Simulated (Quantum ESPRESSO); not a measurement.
**Magnetic state of MnO (Manganosite) from several starts**

Aim: find out which collinear order of MnO (Manganosite) costs least.

Method: LDA; plane waves with GBRV 1.5 LDA potentials, no spin-orbit coupling, in Quantum ESPRESSO 7.5.

## Step 1: Starting point

The structure is cubic, space group Fm-3m (No. 225). Conventional cell: a = 4.446 Å, b = 4.446 Å, c = 4.446 Å, α = 90.00°, β = 90.00°, γ = 90.00°. Mn has 6 O at 2.22 Å nearest. Nearest to O lie 6 Mn at 2.22 Å. Farther neighbours and most contacts between anions are not listed.

As a file:

```cif
data_structure
_symmetry_space_group_name_H-M 'Fm-3m'
_symmetry_Int_Tables_number 225
_cell_length_a 4.4460
_cell_length_b 4.4460
_cell_length_c 4.4460
_cell_angle_alpha 90.000
_cell_angle_beta 90.000
_cell_angle_gamma 90.000
_cell_volume 87.88
loop_
_atom_site_label
_atom_site_type_symbol
_atom_site_symmetry_multiplicity
_atom_site_Wyckoff_symbol
_atom_site_fract_x
_atom_site_fract_y
_atom_site_fract_z
_atom_site_occupancy
Mn1 Mn 4 a 0.00000 0.00000 0.00000 1
O1 O 4 b 0.50000 0.00000 0.00000 1
```

The cell comes from the Crystallography Open Database.

## Step 2: Run 1 (ferro +)

The signs are those of the starting moments on the seeded atoms, the atoms that are given a moment.

pw.in

```
&CONTROL
  calculation = 'scf'
  prefix = 'pwscf'
  outdir = './tmp'
  pseudo_dir = './pseudo'
  disk_io = 'nowf'
/
&SYSTEM
  ibrav = 0
  celldm(1) = 8
  nat = 2
  ntyp = 2
  ecutwfc = 40
  ecutrho = 280
  nbnd = 19
  occupations = 'smearing'
  smearing = 'fd'
  degauss = 0.00367493
  nspin = 2
  starting_magnetization(1) = 0.3
  starting_magnetization(2) = 0
/
&ELECTRONS
  conv_thr = 4d-09
  electron_maxstep = 150
  mixing_beta = 0.3
/
ATOMIC_SPECIES
Mn     54.9380 mn_lda_v1.5.uspp.F.UPF
O      15.9990 o_lda_v1.2.uspp.F.UPF
CELL_PARAMETERS alat
   0.0000000000000    0.5251076468804    0.5251076468804
   0.5251076468804    0.0000000000000    0.5251076468804
   0.5251076468804    0.5251076468804    0.0000000000000
ATOMIC_POSITIONS crystal
Mn      0.0000000000    0.0000000000    0.0000000000
O       0.5000000000    0.5000000000    0.5000000000
K_POINTS automatic
8 8 8 0 0 0
```

On the command line:

```bash
OMP_NUM_THREADS=1 mpirun -n 4 pw.x -nk 4 -in pw.in > pw.out
```

What it wrote:

```text
Program PWSCF v.7.5 starts

     Message from routine setup:
     using ibrav=0 with symmetry is DISCOURAGED, use correct ibrav instead

     K-points division:     npool     =       4
     Subspace diagonalization in iterative solution of the eigenvalue problem:

     G-vector sticks info
     --------------------
     sticks:   dense  smooth     PW     G-vecs:    dense   smooth      PW
     Sum         673     379    121                11791     5029     941

     Using Slab Decomposition

     bravais-lattice index     =            0
     lattice parameter (alat)  =       8.0000  a.u.
     unit-cell volume          =     148.2672 (a.u.)^3
     number of atoms/cell      =            2
     number of atomic types    =            2
     number of electrons       =        21.00
     number of Kohn-Sham states=           19
     kinetic-energy cutoff     =      40.0000  Ry
     charge density cutoff     =     280.0000  Ry
     scf convergence threshold =      4.0E-09
     mixing beta               =       0.3000
     number of iterations used =            8  plain     mixing
     Exchange-correlation= SLA  PZ   NOGX NOGC
                           (   1   1   0   0   0   0   0)

     celldm(1)=   8.000000  celldm(2)=   0.000000  celldm(3)=   0.000000
     celldm(4)=   0.000000  celldm(5)=   0.000000  celldm(6)=   0.000000

     crystal axes: (cart. coord. in units of alat)
               a(1) = (   0.000000   0.525108   0.525108 )
               a(2) = (   0.525108   0.000000   0.525108 )
               a(3) = (   0.525108   0.525108   0.000000 )

     reciprocal axes: (cart. coord. in units 2 pi/alat)
               b(1) = ( -0.952186  0.952186  0.952186 )
               b(2) = (  0.952186 -0.952186  0.952186 )
               b(3) = (  0.952186  0.952186 -0.952186 )

     PseudoPot. # 1 for Mn read from file:
     mn_lda_v1.5.uspp.F.UPF
     Pseudo is Ultrasoft + core correction, Zval = 15.0
     Generated by new atomic code, or converted to UPF format
     Using radial grid of  859 points,  6 beta functions with:
                l(1) =   0
                l(2) =   0
                l(3) =   1
                l(4) =   1
                l(5) =   2
                l(6) =   2
     Q(r) pseudized with  8 coefficients,  rinner =    0.950   0.950   0.950
                                                       0.950   0.950

     PseudoPot. # 2 for O  read from file:
     o_lda_v1.2.uspp.F.UPF
     Pseudo is Ultrasoft + core correction, Zval =  6.0
     Generated by new atomic code, or converted to UPF format
     Using radial grid of  737 points,  5 beta functions with:
                l(1) =   0
                l(2) =   0
                l(3) =   1
                l(4) =   1
                l(5) =   2
     Q(r) pseudized with  8 coefficients,  rinner =    0.900   0.900   0.900
                                                       0.900   0.900

     atomic species   valence    mass     pseudopotential
     Mn               15.00    54.93800     Mn( 1.00)
     O                 6.00    15.99900     O ( 1.00)

     Starting magnetic structure
     atomic species   magnetization
     Mn              0.300
     O               0.000

     48 Sym. Ops., with inversion, found

   Cartesian axes

     site n.     atom                  positions (alat units)
         1        Mn     tau(   1) = (   0.0000000   0.0000000   0.0000000  )
         2        O      tau(   2) = (   0.5251076   0.5251076   0.5251076  )

     number of k points=    29  Fermi-Dirac smearing, width (Ry)=  0.0037
                       cart. coord. in units 2pi/alat
        k(    1) = (   0.0000000   0.0000000   0.0000000), wk =   0.0019531
        k(    2) = (   0.1190232   0.1190232  -0.1190232), wk =   0.0156250
        k(    3) = (   0.2380464   0.2380464  -0.2380464), wk =   0.0156250
        k(    4) = (   0.3570696   0.3570696  -0.3570696), wk =   0.0156250
        k(    5) = (  -0.4760929  -0.4760929   0.4760929), wk =   0.0078125
        [... 24 further k-points ...]

     Dense  grid:    11791 G-vectors     FFT dimensions: (  32,  32,  32)

     Smooth grid:     5029 G-vectors     FFT dimensions: (  24,  24,  24)

     Check: negative core charge=   -0.000053
     Generating pointlists ...
     new r_m :   0.2166 (alat units)  1.7329 (a.u.) for type    1
     new r_m :   0.2166 (alat units)  1.7329 (a.u.) for type    2

     Initial potential from superposition of free atoms

     starting charge      20.4999, renormalised to      21.0000
     Starting wfcs are   17 randomized atomic wfcs +    2 random wfcs

     Self-consistent Calculation

     iteration #  1     ecut=    40.00 Ry     beta= 0.30
     Davidson diagonalization with overlap
     ethr =  1.00E-02,  avg # of iterations =  5.0

     total energy              =    -243.29308734 Ry
     estimated scf accuracy    <       0.72804519 Ry

     total magnetization       =     4.41 Bohr mag/cell
     absolute magnetization    =     4.41 Bohr mag/cell

     iteration #  2     ecut=    40.00 Ry     beta= 0.30
     Davidson diagonalization with overlap
     ethr =  3.47E-03,  avg # of iterations =  1.5

     total energy              =    -243.45950638 Ry
     estimated scf accuracy    <       0.08015532 Ry

     total magnetization       =     4.48 Bohr mag/cell
     absolute magnetization    =     4.48 Bohr mag/cell

     iteration #  3     ecut=    40.00 Ry     beta= 0.30
     Davidson diagonalization with overlap
     ethr =  3.82E-04,  avg # of iterations =  1.3

     total energy              =    -243.47258620 Ry
     estimated scf accuracy    <       0.01104984 Ry

     total magnetization       =     4.61 Bohr mag/cell
     absolute magnetization    =     4.61 Bohr mag/cell

     [... further iterations left out ...]

     iteration #  7     ecut=    40.00 Ry     beta= 0.30
     Davidson diagonalization with overlap
     ethr =  1.11E-07,  avg # of iterations =  1.3

     negative rho (up, down):  0.000E+00 3.133E-04

     total energy              =    -243.47411497 Ry
     estimated scf accuracy    <       0.00000415 Ry

     total magnetization       =     4.62 Bohr mag/cell
     absolute magnetization    =     4.62 Bohr mag/cell

     iteration #  8     ecut=    40.00 Ry     beta= 0.30
     Davidson diagonalization with overlap
     ethr =  1.98E-08,  avg # of iterations =  1.6

     negative rho (up, down):  0.000E+00 3.096E-04

     total energy              =    -243.47411575 Ry
     estimated scf accuracy    <       0.00000054 Ry

     total magnetization       =     4.62 Bohr mag/cell
     absolute magnetization    =     4.62 Bohr mag/cell

     iteration #  9     ecut=    40.00 Ry     beta= 0.30
     Davidson diagonalization with overlap
     ethr =  2.55E-09,  avg # of iterations =  2.0

     negative rho (up, down):  0.000E+00 3.093E-04

     total energy              =    -243.47411594 Ry
     estimated scf accuracy    <          5.4E-09 Ry

     total magnetization       =     4.62 Bohr mag/cell
     absolute magnetization    =     4.62 Bohr mag/cell

     iteration # 10     ecut=    40.00 Ry     beta= 0.30
     Davidson diagonalization with overlap
     ethr =  2.57E-11,  avg # of iterations =  2.1

     negative rho (up, down):  0.000E+00 3.092E-04

     Magnetic moment per site  (integrated on atomic sphere of radius R)
     atom   1 (R=0.217)  charge= 12.5992  magn=  3.9262
     atom   2 (R=0.217)  charge=  5.8928  magn=  0.2284

     End of self-consistent calculation

     [... lines left out ...]
     the Fermi energy is    12.8584 ev

!    total energy              =    -243.47411595 Ry
     estimated scf accuracy    <          2.7E-09 Ry
     smearing contrib. (-TS)   =      -0.00072141 Ry
     internal energy E=F+TS    =    -243.47339454 Ry

     The total energy is F=E-TS. E is the sum of the following terms:
     one-electron contribution =    -109.65232212 Ry
     hartree contribution      =      65.51258289 Ry
     xc contribution           =     -33.55801282 Ry
     ewald contribution        =    -165.77564249 Ry

     total magnetization       =     4.62 Bohr mag/cell
     absolute magnetization    =     4.62 Bohr mag/cell

     convergence has been achieved in  10 iterations

=------------------------------------------------------------------------------=
   JOB DONE.
=------------------------------------------------------------------------------=
```

Run time: 3.9 s. Hardware: 4 MPI ranks of Intel Xeon Platinum 8488C (Sapphire Rapids), shared host; peak memory 0.28 GiB; 15 s of CPU time.

Spin moment in the atom's sphere by atom:

| atom | spin moment in the atom's sphere (μB) |
| --- | --- |
| Mn1 | 3.93 |
| O2 | 0.23 |

Read from the output:

| Quantity | Value |
| --- | --- |
| smearing term TS | 0.009815 eV |
| magnetization | 4.62 μB |
| absolute magnetization | 4.62 μB |
| final state | ferromagnetic |

## Step 3: Start 2: antiferro q=(0,1/2,1/2) +−

The cell is doubled to 4 atoms to hold this order. The wavevector q is in fractions of the reciprocal vectors of the crystal's primitive cell, as the cells of these inputs are built from it; moments change sign between cells as cos(2π q·R).

pw.in

```
&CONTROL
  calculation = 'scf'
  prefix = 'pwscf'
  outdir = './tmp'
  pseudo_dir = './pseudo'
  disk_io = 'nowf'
/
&SYSTEM
  ibrav = 0
  celldm(1) = 8
  nat = 4
  ntyp = 3
  ecutwfc = 40
  ecutrho = 280
  nbnd = 30
  occupations = 'smearing'
  smearing = 'fd'
  degauss = 0.00367493
  nspin = 2
  starting_magnetization(1) = 0.3
  starting_magnetization(2) = -0.3
  starting_magnetization(3) = 0
/
&ELECTRONS
  conv_thr = 8d-09
  electron_maxstep = 150
  mixing_beta = 0.3
/
ATOMIC_SPECIES
Mn1    54.9380 mn_lda_v1.5.uspp.F.UPF
Mn2    54.9380 mn_lda_v1.5.uspp.F.UPF
O      15.9990 o_lda_v1.2.uspp.F.UPF
CELL_PARAMETERS alat
   0.0000000000000    0.5251076468804    0.5251076468804
   1.0502152937608    0.0000000000000    1.0502152937608
   1.0502152937608    0.5251076468804    0.5251076468804
ATOMIC_POSITIONS crystal
Mn1     0.0000000000    0.0000000000    0.0000000000
Mn2     0.0000000000    0.5000000000    0.0000000000
O       0.5000000000    0.0000000000    0.5000000000
O       0.5000000000    0.5000000000    0.5000000000
K_POINTS automatic
8 4 8 0 0 0
```

What it wrote:

```text
[banner, memory and clock lines left out]
Program PWSCF v.7.5 starts

     Message from routine setup:
     using ibrav=0 with symmetry is DISCOURAGED, use correct ibrav instead

     bravais-lattice index     =            0
     lattice parameter (alat)  =       8.0000  a.u.
     unit-cell volume          =     296.5343 (a.u.)^3
     number of atoms/cell      =            4
     number of atomic types    =            3
     number of electrons       =        42.00
     number of Kohn-Sham states=           30
     kinetic-energy cutoff     =      40.0000  Ry
     charge density cutoff     =     280.0000  Ry
     scf convergence threshold =      8.0E-09
     mixing beta               =       0.3000
     number of iterations used =            8  plain     mixing
     Exchange-correlation= SLA  PZ   NOGX NOGC
                           (   1   1   0   0   0   0   0)

     celldm(1)=   8.000000  celldm(2)=   0.000000  celldm(3)=   0.000000
     celldm(4)=   0.000000  celldm(5)=   0.000000  celldm(6)=   0.000000

     crystal axes: (cart. coord. in units of alat)
               a(1) = (   0.000000   0.525108   0.525108 )
               a(2) = (   1.050215   0.000000   1.050215 )
               a(3) = (   1.050215   0.525108   0.525108 )

     reciprocal axes: (cart. coord. in units 2 pi/alat)
               b(1) = ( -0.952186  0.952186  0.952186 )
               b(2) = ( -0.000000 -0.952186  0.952186 )
               b(3) = (  0.952186  0.952186 -0.952186 )

     PseudoPot. # 1 for Mn read from file:
     mn_lda_v1.5.uspp.F.UPF
     Pseudo is Ultrasoft + core correction, Zval = 15.0

     PseudoPot. # 2 for Mn read from file:
     mn_lda_v1.5.uspp.F.UPF
     Pseudo is Ultrasoft + core correction, Zval = 15.0

     PseudoPot. # 3 for O  read from file:
     o_lda_v1.2.uspp.F.UPF
     Pseudo is Ultrasoft + core correction, Zval =  6.0

     atomic species   valence    mass     pseudopotential
     Mn1              15.00    54.93800     Mn( 1.00)
     Mn2              15.00    54.93800     Mn( 1.00)
     O                 6.00    15.99900     O ( 1.00)

     Starting magnetic structure
     atomic species   magnetization
     Mn1             0.300
     Mn2            -0.300
     O               0.000

     16 Sym. Ops., with inversion, found

   Cartesian axes

     site n.     atom                  positions (alat units)
         1        Mn1    tau(   1) = (   0.0000000   0.0000000   0.0000000  )
         2        Mn2    tau(   2) = (   0.5251076   0.0000000   0.5251076  )
         3        O      tau(   3) = (   0.5251076   0.5251076   0.5251076  )
         4        O      tau(   4) = (   1.0502153   0.5251076   1.0502153  )

     number of k points=    39  Fermi-Dirac smearing, width (Ry)=  0.0037
                       cart. coord. in units 2pi/alat
        k(    1) = (   0.0000000   0.0000000   0.0000000), wk =   0.0039062
        k(    2) = (   0.1190232   0.1190232  -0.1190232), wk =   0.0312500
        k(    3) = (   0.2380464   0.2380464  -0.2380464), wk =   0.0312500
        k(    4) = (   0.3570696   0.3570696  -0.3570696), wk =   0.0312500
        k(    5) = (  -0.4760929  -0.4760929   0.4760929), wk =   0.0078125
        [... 34 further k-points ...]

     Dense  grid:    23493 G-vectors     FFT dimensions: (  32,  64,  60)

     Smooth grid:    10133 G-vectors     FFT dimensions: (  24,  48,  45)

     Check: negative core charge=   -0.000054
     Generating pointlists ...
     new r_m :   0.2166 (alat units)  1.7329 (a.u.) for type    1
     new r_m :   0.2166 (alat units)  1.7329 (a.u.) for type    2
     new r_m :   0.2166 (alat units)  1.7329 (a.u.) for type    3

     Initial potential from superposition of free atoms

     starting charge      40.9999, renormalised to      42.0000
     Starting wfcs are   34 randomized atomic wfcs

     Self-consistent Calculation

     iteration #  1     ecut=    40.00 Ry     beta= 0.30
     Davidson diagonalization with overlap
     ethr =  1.00E-02,  avg # of iterations =  2.3

     total energy              =    -486.59565281 Ry
     estimated scf accuracy    <       1.47315959 Ry

     total magnetization       =    -0.00 Bohr mag/cell
     absolute magnetization    =     8.53 Bohr mag/cell

     iteration #  2     ecut=    40.00 Ry     beta= 0.30
     Davidson diagonalization with overlap
     ethr =  3.51E-03,  avg # of iterations =  2.1

     total energy              =    -486.93027966 Ry
     estimated scf accuracy    <       0.14513241 Ry

     total magnetization       =    -0.00 Bohr mag/cell
     absolute magnetization    =     8.75 Bohr mag/cell

     [... further iterations left out ...]

     iteration # 11     ecut=    40.00 Ry     beta= 0.30
     Davidson diagonalization with overlap
     ethr =  2.84E-10,  avg # of iterations =  1.4

     negative rho (up, down):  1.827E-04 1.827E-04

     total energy              =    -486.95513151 Ry
     estimated scf accuracy    <       0.00000009 Ry

     total magnetization       =     0.00 Bohr mag/cell
     absolute magnetization    =     9.05 Bohr mag/cell

     iteration # 12     ecut=    40.00 Ry     beta= 0.30
     Davidson diagonalization with overlap
     ethr =  2.11E-10,  avg # of iterations =  2.0

     negative rho (up, down):  1.827E-04 1.827E-04

     Magnetic moment per site  (integrated on atomic sphere of radius R)
     atom   1 (R=0.217)  charge= 12.5900  magn=  3.9845
     atom   2 (R=0.217)  charge= 12.5900  magn= -3.9845
     atom   3 (R=0.217)  charge=  5.9011  magn= -0.0916
     atom   4 (R=0.217)  charge=  5.9011  magn=  0.0916

     End of self-consistent calculation

     [... lines left out ...]
     the Fermi energy is    13.0374 ev

!    total energy              =    -486.95513153 Ry
     estimated scf accuracy    <          2.8E-09 Ry
     smearing contrib. (-TS)   =      -0.00051896 Ry
     internal energy E=F+TS    =    -486.95461257 Ry

     The total energy is F=E-TS. E is the sum of the following terms:
     one-electron contribution =    -219.24072046 Ry
     hartree contribution      =     130.97060611 Ry
     xc contribution           =     -67.13321324 Ry
     ewald contribution        =    -331.55128498 Ry

     total magnetization       =    -0.00 Bohr mag/cell
     absolute magnetization    =     9.05 Bohr mag/cell

     convergence has been achieved in  12 iterations
```

Wall time 19 s (4 MPI ranks); peak memory 0.42 GiB.

Spin moment in the atom's sphere by atom:

| atom | spin moment in the atom's sphere (μB) |
| --- | --- |
| Mn1 | 3.98 |
| Mn2 | -3.98 |
| O3 | -0.09 |
| O4 | 0.09 |

Numbers from this step:

```
smearing term TS       : 0.007061 eV
magnetization          : 0 μB
absolute magnetization : 9.049 μB
final state            : antiferromagnetic
```

(Continued in part 2 of 2.)

[Logs and program files are shortened in this print: banners, set-up blocks, solver, clock and traceback lines can be left out without a mark of their own.]

[Logs are printed without paths, hosts, clocks, repeated set-up lines and the standing remarks that a program may print on its own settings, such as how far it seeks lower states.]

[Hosts, paths, dates, database ids (printed as entryN), source tags and the programs' standing remarks are cut or masked in the printed files.]

[Where a cell is said to come from a database of computed structures, the database is the Materials Project.]
